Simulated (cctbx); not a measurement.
**Diagnosing a refinement**

Cell a = 4.5620 Å, b = 9.9690 Å, c = 13.3770 Å, α = 90.00°, β = 90.00°, γ = 90.00°; space group Immm (no. 71).

Simulated single-crystal data (cctbx): Ag Kα, λ = 0.56087 Å, to d = 0.84 Å, 70 % of the full sphere, strongest reflection 70000 counts, noise from counting, a 2 % proportional error and a noise floor of 2 counts (s.d.); no absorption, and some extinction, which the refinements don't model.

An anisotropic refinement with weights 1/σ² prints:

```text
Rint 0.019, 337 unique reflections to 0.84 A
cycle     R1     wR2    GooF  max shift (A)
   1  0.0153  0.0403   2.380   0.00032
   2  0.0089  0.0231   1.362   0.00000
final R1 0.0089 wR2 0.0231 GooF 1.362  parameters 26  data/parameter 13.0
atom        x        y        z      Ueq    occ   su(xyz)  su(Uiso or U11)
Ho1    0.50000  0.50000  0.29540   0.0020  1.000  0.00002  0.0001
Er1    0.50000  0.50000  0.00000   0.0031  1.000  0.00000  0.0002
In1    0.00000  0.62619  0.84190   0.0036  1.000  0.00003  0.0002
Ag1    0.00000  0.18873  0.00000   0.0039  1.000  0.00005  0.0002
Ag2    0.50000  0.00000  0.00000   0.0043  1.000  0.00000  0.0003
Ga1    0.50000  0.21491  0.14062   0.0049  1.000  0.00005  0.0002
difference map: max 0.92 min -0.71 rms 0.15
Q1    0.0000  0.0000  0.2289    4    0.94  0.32 A from Ho1
Q2    0.1664  0.2187  0.2716   16    0.46  1.55 A from Ga1
Q3    0.0000  0.0000  0.0430    4    0.43  1.97 A from Ag1
Q4    0.0000  0.0000  0.3516    4    0.38  1.97 A from Ho1
Q5    0.2058  0.5000  0.0000    4    0.37  1.34 A from Er1
Q6    0.0000  0.1756  0.2190    8    0.35  1.76 A from Ho1
```

Q: Accept it or mend it, and why?

Mend it. The fault: wrong element: Ho1 is Er. Against the right model at the same level, R1 goes from 0.0070 to 0.0089 and GooF from 0.93 to 1.36. Ho1 has 1 electron too few and its U shrinks to make up, as expected (near an absorption edge f′ can widen the mismatch well beyond the difference in Z). The signs are weak, and the output alone doesn't single this fault out.

The compound is Er3In4Ga4Ag3. The right model at the same level gives:

```text
Rint 0.019, 337 unique reflections to 0.84 A
cycle     R1     wR2    GooF  max shift (A)
   1  0.0076  0.0170   1.006   0.00015
   2  0.0070  0.0157   0.926   0.00000
final R1 0.0070 wR2 0.0157 GooF 0.926  parameters 26  data/parameter 13.0
atom        x        y        z      Ueq    occ   su(xyz)  su(Uiso or U11)
Er1    0.50000  0.50000  0.29540   0.0028  1.000  0.00001  0.0001
Er2    0.50000  0.50000  0.00000   0.0027  1.000  0.00000  0.0001
In1    0.00000  0.62619  0.84190   0.0032  1.000  0.00002  0.0001
Ag1    0.00000  0.18876  0.00000   0.0035  1.000  0.00003  0.0001
Ag2    0.50000  0.00000  0.00000   0.0039  1.000  0.00000  0.0002
Ga1    0.50000  0.21491  0.14062   0.0045  1.000  0.00004  0.0002
difference map: max 0.41 min -0.57 rms 0.12
Q1    0.1678  0.2214  0.2737   16    0.42  1.52 A from Ga1
Q2    0.0000  0.0000  0.0457    4    0.40  1.98 A from Ag1
Q3    0.0000  0.0000  0.3543    4    0.39  1.95 A from Er2
Q4    0.0000  0.1098  0.3927    8    0.38  1.80 A from Ga1
Q5    0.2259  0.0000  0.2053    8    0.36  1.03 A from Er1
Q6    0.0000  0.1795  0.2222    8    0.33  1.81 A from Er1
```

The model is made up (kin elements in a known structure type, no relaxation), so it says nothing on whether the phase exists.

[Middle refinement cycles are left out of these outputs.]

[Logs are printed without paths, hosts, clocks, repeated set-up lines and the standing remarks that a program may print on its own settings, such as how far it seeks lower states.]
